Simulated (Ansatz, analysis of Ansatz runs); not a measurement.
# A hop of H in GeSe2O6 (P2_1/c), charge +1

How high is the barrier when H changes place in GeSe2O6 (P2_1/c)? The case: H transfer from O to O, charge +1, in a cell of 36 host atoms with 1 H put in.

Program: Ansatz 0.2.0. Level of theory: plane-wave PAW DFT, PBEsol; nudged elastic band between two relaxed defect structures at fixed charge in a uniform background. Results are calculated unless marked as measured.

This is a report of a sequence of runs, with most program output left out.

**1. Set-up**

The cell holds 37 atoms: 4 Ge, 8 Se, 24 O and 1 H. Cell: a = 8.476 Å, b = 8.476 Å, c = 8.840 Å, α = 70.4°, β = 109.6°, γ = 73.6°. It derives from GeSe2O6 (space group P2_1/c). Nearest the centre at fractional (0.864, 0.320, 0.670): H37 at 0.28 Å, Se7 at 1.13 Å, O32 at 1.28 Å, O24 at 1.30 Å, O15 at 2.25 Å, O14 at 2.63 Å, Ge1 at 2.80 Å, Ge4 at 3.14 Å. The cell carries charge +1.

The cell's shortest repeat is 8.5 Å.

**2. Relaxation of the start point, charge +1**

A barrier is counted from a minimum, so both ends are relaxed first. Small random displacements break the symmetry of the ideal sites, so that the defect can distort if it gains by it. The charge of +1 is set by the electron count, and a uniform background keeps the cell neutral.

qp1.start/input.yaml reads:

```yaml
crystal:
  lattice:
    - [5.07717925, 6.78733022, -0.00408761]
    - [-5.07717925, 6.78733022, 0.00408761]
    - [-4.9500808, 0.0, 7.32442304]
  atoms:
    - { symbol: Ge, position: [0.0, 0.0, 0.0] }
    - { symbol: Ge, position: [0.5, 0.5, 0.0] }
    - { symbol: Ge, position: [0.25, 0.25, 0.5] }
    - { symbol: Ge, position: [0.75, 0.75, 0.5] }
    - { symbol: Se, position: [0.42942194, 0.74584727, 0.1986224] }
    - { symbol: Se, position: [0.92942194, 0.24584727, 0.1986224] }
    - { symbol: Se, position: [0.00415273, 0.32057806, 0.6986224] }
    - { symbol: Se, position: [0.50415273, 0.82057806, 0.6986224] }
[... 25 atom lines left out ...]
    - { symbol: O, position: [0.74879873, 0.03064397, 0.9173712] }
    - { symbol: O, position: [0.21935603, 0.50120127, 0.4173712] }
    - { symbol: O, position: [0.71935603, 0.00120127, 0.4173712] }
    - { symbol: H, position: [0.846367, 0.359899, 0.650734] }
total_charge: 1
basis:
  ecutwfc: 420
  xc_grid: 2
hamiltonian:
  xc: pbesol
kpoints:
  mp_grid: { grid: [1, 1, 1] }
scf:
  occupations: { method: fixed }
  max_iter: 100
output:
  forces: true
relax:
  f_tol: 0.02
  max_steps: 70
  random_displacement: { amplitude: 0.03, seed: 9899 }
```

Launch:

```
ansatz run input.yaml --threads 4 --pin off --max-ram 7536MiB --backend cpu --events-out ev --progress --plain --runs-dir out
```

Run time: 57 s. Hardware: 4 threads of Arm Neoverse V1, shared host; peak memory 0.66 GiB.

Step by step (22 of 26):

```tsv
step	energy less that of the first step (eV)	largest force component (eV/Å)
1	0.0000	16.4055
2	-3.9029	7.8695
3	-5.9108	3.0442
5	-6.8205	2.0060
6	-7.0660	1.3492
7	-7.2632	0.7390
8	-7.3396	0.6067
9	-7.3248	1.3548
11	-7.3753	1.0096
12	-7.3853	0.0783
13	-7.3927	0.1495
14	-7.4040	0.2658
15	-7.4195	0.4413
16	-7.4314	0.3282
18	-7.4532	0.7859
19	-7.4734	0.2674
20	-7.4685	0.2488
21	-7.4797	0.0289
22	-7.4834	0.0655
24	-7.4872	0.0654
25	-7.4875	0.0510
26	-7.4876	0.0113
```

Relaxation steps 9, 11, 20 were tried and not accepted.

The atoms that moved most (Å, from the sites as typed, ahead of the random displacement, the mean shift of all atoms taken out):

```tsv
atom	dx	dy	dz	length
H37	-1.174	0.264	0.569	1.331
Se7	0.272	0.036	0.121	0.300
O32	0.032	0.026	0.251	0.255
O22	0.136	-0.109	0.079	0.191
O24	0.179	0.033	0.056	0.190
O36	0.029	0.029	-0.148	0.154
Ge4	-0.039	0.097	-0.053	0.117
O26	-0.058	0.064	-0.059	0.105
```

Final coordinates:

```xyz
37
Lattice="5.0772 6.7873 -0.0041 -5.0772 6.7873 0.0041 -4.9501 0.0000 7.3244" Properties=species:S:1:pos:R:3 pbc="T T T"
Ge    0.0365   -0.0380    0.0445
Ge    0.0113    6.7934   -0.0480
Ge   -2.4179    3.4068    3.5962
Ge   -2.5141   10.2806    3.6154
Se   -2.5474    7.9007    1.4767
Se    2.5078    7.9478    1.4003
Se   -4.7928    2.2434    5.2458
Se   -5.0657    9.0362    5.0922
Se   -7.4321    5.6424    5.8839
Se   -2.3339    5.5899    5.8512
Se    0.1123    4.5817    2.1181
Se    0.1188   11.3093    2.1954
O    -1.5500    7.8639    0.0444
O     3.5648    7.8661   -0.0120
O    -4.0119    2.2932    3.7416
O    -3.9576    9.0954    3.7323
O    -8.4450    5.6739    7.3077
O    -3.3835    5.6904    7.2335
O    -0.8847    4.4823    3.5443
O    -0.8976   11.2074    3.6194
O    -2.2309    2.8046    1.8225
O    -2.1108    9.5153    1.9499
O    -4.6743    7.4023    5.5080
O     0.5337    7.3832    5.5857
O    -2.6656    3.9448    5.4105
O    -2.7614   10.8082    5.4060
O    -5.3554    6.1593    1.8023
O    -0.2454    6.2211    1.7373
O    -4.0522    8.2555    0.7082
O     1.0377    8.2763    0.5836
O    -6.5121    8.6895    4.2252
O    -1.4214    8.7134    4.5236
O    -5.9331    5.2871    6.6470
O    -0.8392    5.2903    6.6482
O    -3.4792    4.8629    3.0158
O     1.6091    4.9227    2.9120
H    -1.9259    8.4545    5.3390
```

Neighbours of H37 at the end:

```tsv
atom	distance (Å)
O32	0.993
O14	2.129
Se7	2.286
O26	2.498
Ge4	2.579
O16	2.668
O24	2.694
Se10	2.938
O23	2.948
```

This step gave:

* free energy: -73869.1948 eV
* largest move from the ideal geometry of this structure, a common shift of the far atoms taken out: 1.364 Å

The relaxation gained 7.488 eV and ended with a largest force component of 0.011 eV/Å.

**3. Relaxation of the end point, charge +1**

The end point is relaxed in the same cell and settings, so that the two energies compare.

qp1.end/input.yaml reads:

```yaml
crystal:
  lattice:
    - [5.07717925, 6.78733022, -0.00408761]
    - [-5.07717925, 6.78733022, 0.00408761]
    - [-4.9500808, 0.0, 7.32442304]
  atoms:
    - { symbol: Ge, position: [0.0, 0.0, 0.0] }
    - { symbol: Ge, position: [0.5, 0.5, 0.0] }
[... 1 atom line left out ...]
    - { symbol: Ge, position: [0.75, 0.75, 0.5] }
[... 2 atom lines left out ...]
    - { symbol: Se, position: [0.00415273, 0.32057806, 0.6986224] }
[... 2 atom lines left out ...]
    - { symbol: Se, position: [0.57057806, 0.25415273, 0.8013776] }
[... 3 atom lines left out ...]
    - { symbol: O, position: [0.93515533, 0.22813619, 0.00948972] }
    - { symbol: O, position: [0.02186381, 0.31484467, 0.50948972] }
[... 8 atom lines left out ...]
    - { symbol: O, position: [0.94408054, 0.13844331, 0.75454751] }
[... 1 atom line left out ...]
    - { symbol: O, position: [0.88844331, 0.69408054, 0.74545249] }
[... 2 atom lines left out ...]
    - { symbol: O, position: [0.25120127, 0.96935603, 0.0826288] }
[... 2 atom lines left out ...]
    - { symbol: O, position: [0.78064397, 0.49879873, 0.5826288] }
[... 1 atom line left out ...]
    - { symbol: O, position: [0.74879873, 0.03064397, 0.9173712] }
[... 2 atom lines left out ...]
    - { symbol: H, position: [0.882073, 0.28019, 0.689153] }
total_charge: 1
basis:
  ecutwfc: 420
  xc_grid: 2
hamiltonian:
  xc: pbesol
kpoints:
  mp_grid: { grid: [1, 1, 1] }
scf:
  occupations: { method: fixed }
  max_iter: 100
output:
  forces: true
relax:
  f_tol: 0.02
  max_steps: 70
  random_displacement: { amplitude: 0.03, seed: 9899 }
```

Elapsed: 30 s, on 4 threads; peak memory 0.66 GiB.

The steps of the relaxation:

```tsv
step	energy less that of the first step (eV)	largest force component (eV/Å)
1	0.0000	23.3268
2	-3.9796	9.7281
3	-6.1017	3.7473
4	-6.7380	1.1284
5	-6.9388	1.0166
6	-6.9953	2.7719
7	-7.1445	1.0718
8	-7.2136	0.3816
9	-7.2183	0.7021
10	-7.2416	0.2136
11	-7.2497	0.1076
12	-7.2508	0.0632
13	-7.2509	0.0299
14	-7.2512	0.0096
```

The atoms that moved most (Å, from the sites as typed, ahead of the random displacement, the mean shift of all atoms taken out):

```tsv
atom	dx	dy	dz	length
H37	0.425	-1.013	-0.247	1.126
Se7	-0.024	0.232	-0.106	0.256
O34	0.011	0.074	-0.149	0.167
O27	-0.122	-0.085	0.029	0.152
O20	0.056	-0.111	0.074	0.145
O24	0.086	0.110	-0.016	0.141
Se10	-0.080	0.074	-0.013	0.110
O15	-0.018	0.086	-0.063	0.108
```

Neighbours of H37 at the end:

```tsv
atom	distance (Å)
O24	0.990
Se7	2.358
O32	2.428
O34	2.514
Ge1	2.616
O15	2.730
O19	2.793
Se10	2.978
O36	3.018
```

Read from the output:

| Quantity | Value |
| --- | --- |
| free energy | -73869.1093 eV |
| largest move from the ideal geometry of this structure, a common shift of the far atoms taken out | 1.152 Å |

The relaxation gained 7.251 eV and ended with a largest force component of 0.0096 eV/Å. The end lies 0.085 eV above the start.

**4. Nudged elastic band, charge +1**

5 movable images are laid between the ends on a pair-potential path, which keeps atoms from colliding in the first guess. Each image feels the true force across the path and a spring force along it. The highest image is set to climb to the top of the path.

This step: plane-wave PAW DFT, PBEsol; nudged elastic band between two relaxed defect structures at fixed charge in a uniform background.

qp1.neb/input.yaml reads:

```yaml
crystal:
  lattice:
    - [5.07717925, 6.78733022, -0.00408761]
    - [-5.07717925, 6.78733022, 0.00408761]
    - [-4.9500808, 0.0, 7.32442304]
  atoms:
    - { symbol: Ge, position: [0.00376435, -0.00936314, 0.00608957] }
    - { symbol: Ge, position: [0.49836556, 0.50253079, -0.00655175] }
    - { symbol: Ge, position: [0.25220458, 0.24972409, 0.49099215] }
    - { symbol: Ge, position: [0.75037618, 0.76430424, 0.49360738] }
    - { symbol: Se, position: [0.42934826, 0.7346832, 0.20144313] }
    - { symbol: Se, position: [0.92583725, 0.24513633, 0.19156376] }
    - { symbol: Se, position: [0.04233421, 0.28818676, 0.71607124] }
    - { symbol: Se, position: [0.50563064, 0.82570675, 0.69505633] }
    - { symbol: Se, position: [0.07515836, 0.75615237, 0.80293942] }
    - { symbol: Se, position: [0.57146786, 0.25211809, 0.79903804] }
    - { symbol: Se, position: [0.48963804, 0.18540416, 0.28935393] }
    - { symbol: Se, position: [0.99101928, 0.67522181, 0.29990886] }
    - { symbol: O, position: [0.42953895, 0.72907849, 0.00589475] }
    - { symbol: O, position: [0.92991459, 0.22902044, -0.00125399] }
    - { symbol: O, position: [0.02278632, 0.31508343, 0.51067697] }
    - { symbol: O, position: [0.52861871, 0.81144043, 0.50941394] }
    - { symbol: O, position: [0.07249186, 0.76345888, 0.99733435] }
    - { symbol: O, position: [0.56749721, 0.27088843, 0.98774548] }
    - { symbol: O, position: [0.47904816, 0.18135051, 0.48406847] }
    - { symbol: O, position: [0.9781921, 0.67303546, 0.4943217] }
    - { symbol: O, position: [0.10814424, 0.30505999, 0.24871434] }
    - { symbol: O, position: [0.62282917, 0.77909148, 0.26613482] }
    - { symbol: O, position: [0.45151011, 0.63908882, 0.75190195] }
    - { symbol: O, position: [0.96843823, 0.11934802, 0.76308343] }
    - { symbol: O, position: [0.38824785, 0.19295042, 0.73879895] }
    - { symbol: O, position: [0.88411126, 0.70829702, 0.73817506] }
    - { symbol: O, position: [0.04605916, 0.8614089, 0.24560659] }
    - { symbol: O, position: [0.54980339, 0.36677255, 0.23729996] }
    - { symbol: O, position: [0.25604238, 0.96026596, 0.09630388] }
    - { symbol: O, position: [0.75079456, 0.46857645, 0.07983547] }
    - { symbol: O, position: [0.27983545, 1.00042092, 0.57645889] }
    - { symbol: O, position: [0.80306253, 0.4807071, 0.61778832] }
    - { symbol: O, position: [0.24751141, 0.53146023, 0.90734752] }
    - { symbol: O, position: [0.74974661, 0.02968954, 0.908075] }
    - { symbol: O, position: [0.21625199, 0.50022156, 0.41158822] }
    - { symbol: O, position: [0.71510927, 0.01017291, 0.39796286] }
    - { symbol: H, position: [0.78858714, 0.45704399, 0.72911477] }
total_charge: 1
basis:
  ecutwfc: 420
  xc_grid: 2
hamiltonian:
  xc: pbesol
kpoints:
  mp_grid: { grid: [1, 1, 1] }
scf:
  occupations: { method: fixed }
  max_iter: 100
output:
  forces: true
neb:
  images: 5
  f_tol: 0.05
  climbing: true
  initial_path: idpp
  max_iterations: 45
  order_check: false
  final_atoms:
    - { symbol: Ge, position: [-0.0037674, -0.00470871, 0.00510043] }
    - { symbol: Ge, position: [0.50118514, 0.50245711, -0.00341076] }
[... 1 atom line left out ...]
    - { symbol: Ge, position: [0.74395083, 0.75656324, 0.49388021] }
[... 2 atom lines left out ...]
    - { symbol: Se, position: [0.00879146, 0.34654622, 0.67678784] }
[... 2 atom lines left out ...]
    - { symbol: Se, position: [0.56428785, 0.26779672, 0.79225852] }
[... 3 atom lines left out ...]
    - { symbol: O, position: [0.92787345, 0.22931384, -0.00202883] }
    - { symbol: O, position: [0.01922054, 0.32661202, 0.49353305] }
[... 4 atom lines left out ...]
    - { symbol: O, position: [0.97743416, 0.66595707, 0.49322021] }
[... 3 atom lines left out ...]
    - { symbol: O, position: [0.9566201, 0.13859469, 0.7449796] }
[... 4 atom lines left out ...]
    - { symbol: O, position: [0.24184672, 0.97086863, 0.07786783] }
[... 2 atom lines left out ...]
    - { symbol: O, position: [0.78034428, 0.4972847, 0.58012493] }
[... 1 atom line left out ...]
    - { symbol: O, position: [0.74247919, 0.04434396, 0.88961271] }
[... 2 atom lines left out ...]
    - { symbol: H, position: [0.82995172, 0.17952118, 0.64809322] }
```

It took 3.2 min on 4 threads; peak memory 1.9 GiB.

Images along the path:

```tsv
image	path (Å)	energy (eV)	H37: x, y, z (Å)
0	0.000	0.0000	-1.926, 8.455, 5.339
1	0.528	0.0159	-1.944, 8.190, 5.008
2	1.057	0.0811	-1.720, 7.875, 4.674
3	1.585	0.2825	-1.275, 7.714, 4.582
4	2.114	0.8520	-0.915, 7.617, 4.818
5	2.863	0.2169	-0.454, 7.106, 4.877
6	3.613	0.0855	0.094, 6.852, 4.744
```

Numbers from this step:

```
free energy      : -73868.3429 eV
barrier forward  : 0.8520 eV
barrier backward : 0.7665 eV
end less start   : 0.08548 eV
hop length       : 2.646 Å
```

Track of the atom that was set to move:

```tsv
image	x (Å)	y (Å)	z (Å)	nearest neighbour	distance (Å)
0	-1.926	8.455	5.339	O	0.993
1	-1.944	8.19	5.008	O	0.988
2	-1.72	7.875	4.674	O	0.984
3	-1.275	7.714	4.582	O	0.997
4	-0.915	7.617	4.818	O	1.236
5	-0.454	7.106	4.877	O	0.995
6	0.094	6.852	4.744	O	0.99
```

The band met its tolerance of 0.05 eV/Å after 11 iterations, with image 4 on top (the start counts as 0). H37, which moves farthest between the ends, has 1 O at 0.99 Å nearest at the start and 2 O at 1.24 to 1.28 Å at the top.

**5. Single point at the start point, PBEsol, denser k-mesh**

Three single points on a mesh of more k-points (start, top, end) test the sampling. The start is shown; top and end are run alike.

This step: plane-wave PAW DFT, PBEsol; single point of a defect supercell on a structure of the PBEsol path.

qp1.start.mesh/input.yaml reads:

```yaml
crystal:
  lattice:
    - [5.07717925, 6.78733022, -0.00408761]
    - [-5.07717925, 6.78733022, 0.00408761]
    - [-4.9500808, 0.0, 7.32442304]
  atoms:
    - { symbol: Ge, position: [0.00376435, -0.00936314, 0.00608957] }
    - { symbol: Ge, position: [0.49836556, 0.50253079, -0.00655175] }
[... 1 atom line left out ...]
    - { symbol: Ge, position: [0.75037618, 0.76430424, 0.49360738] }
[... 2 atom lines left out ...]
    - { symbol: Se, position: [0.04233421, 0.28818676, 0.71607124] }
[... 2 atom lines left out ...]
    - { symbol: Se, position: [0.57146786, 0.25211809, 0.79903804] }
[... 3 atom lines left out ...]
    - { symbol: O, position: [0.92991459, 0.22902044, -0.00125399] }
    - { symbol: O, position: [0.02278632, 0.31508343, 0.51067697] }
[... 4 atom lines left out ...]
    - { symbol: O, position: [0.9781921, 0.67303546, 0.4943217] }
[... 3 atom lines left out ...]
    - { symbol: O, position: [0.96843823, 0.11934802, 0.76308343] }
[... 4 atom lines left out ...]
    - { symbol: O, position: [0.25604238, 0.96026596, 0.09630388] }
[... 2 atom lines left out ...]
    - { symbol: O, position: [0.80306253, 0.4807071, 0.61778832] }
[... 1 atom line left out ...]
    - { symbol: O, position: [0.74974661, 0.02968954, 0.908075] }
[... 2 atom lines left out ...]
    - { symbol: H, position: [0.78858714, 0.45704399, 0.72911477] }
total_charge: 1
basis:
  ecutwfc: 420
  xc_grid: 2
hamiltonian:
  xc: pbesol
kpoints:
  mp_grid: { grid: [2, 2, 2], shift: [0.5, 0.5, 0.5] }
scf:
  occupations: { method: fixed }
  max_iter: 100
output:
  forces: true
  eigenvalues: true
checkpoint:
  write: "../qp1.start.mesh.run"
  compress: false
  write_wavefunctions: false
  write_every: 100000
```

It took 18 s on 4 threads; peak memory 2 GiB; 71 s of CPU time.

Read from the output:

| Item | Value |
| --- | --- |
| free energy | -73869.4899 eV |

**6. Barrier from single points, PBEsol, denser k-mesh**

Analysis of the runs above: barrier from PBEsol single points on the PBEsol path.

It gives:

- barrier forward: 0.8575 eV
- barrier backward: 0.7581 eV
- end less start: 0.09942 eV

This gives 0.858 eV against the band's 0.852 eV (backward 0.758 against 0.766 eV), so the sampling was enough for this path.

**7. Band with another choice: three images**

Fewer images cost less; the test is whether the climbing image finds the same top.

This step: plane-wave PAW DFT, PBEsol; nudged elastic band between two relaxed defect structures at fixed charge in a uniform background.

qp1.try0/input.yaml, as its differences from qp1.neb/input.yaml of step 4:

```diff
@@ -57,3 +57,3 @@
 neb:
-  images: 5
+  images: 3
   f_tol: 0.05
@@ -61,3 +61,3 @@
   initial_path: idpp
-  max_iterations: 45
+  max_iterations: 30
   order_check: false
```

Run time: 2.1 min. Hardware: 4 threads; peak memory 1.5 GiB; 6.1 min of CPU time.

The change under test: three images; step limits can differ too, as the input shows.

Images along the path:

```tsv
image	path (Å)	energy (eV)	H37: x, y, z (Å)
0	0.000	0.0000	-1.926, 8.455, 5.339
1	0.943	0.0852	-1.712, 7.896, 4.739
2	1.886	0.8517	-0.920, 7.624, 4.827
3	2.640	0.2163	-0.455, 7.107, 4.880
4	3.394	0.0855	0.094, 6.852, 4.744
```

This step gave:

```yaml
free_energy: -73868.3431 eV
barrier_forward: 0.8517 eV
barrier_backward: 0.7662 eV
end_less_start: 0.08548 eV
hop_length: 2.646 Å
```

Track of the atom that was set to move:

```tsv
image	x (Å)	y (Å)	z (Å)	nearest neighbour	distance (Å)
0	-1.926	8.455	5.339	O	0.993
1	-1.712	7.896	4.739	O	0.985
2	-0.92	7.624	4.827	O	1.237
3	-0.455	7.107	4.88	O	0.995
4	0.094	6.852	4.744	O	0.99
```

This gives 0.852 eV against the band's 0.852 eV, in 13 iterations against 11.

**8. Summary of results**

| Quantity | Value |
| --- | --- |
| barrier forward | 0.85 eV |
| barrier backward | 0.77 eV |
| end less start | 0.09 eV |
| hop length | 2.65 Å |
| band iterations, as the log counts them | 11 |
| barrier from single points, PBEsol, denser k-mesh | 0.86 eV |

The top of the band lies 0.85 eV above the start and 0.77 eV above the end. For hydrogen, zero-point energy and tunnelling change the rate much, so no rate follows from this barrier alone. The order of the top as a saddle was not checked for all atoms, so a bent path could be lower. No image-charge correction is applied; it largely cancels along a path if the charge stays localised alike. What this leaves open: periodic copies of the defect are only 8.5 Å apart.

[Logs are printed without paths, hosts, clocks, repeated set-up lines and the standing remarks that a program may print on its own settings, such as how far it seeks lower states.]

[Hosts, paths, dates, database ids (printed as entryN), source tags and the programs' standing remarks are cut or masked in the printed files.]
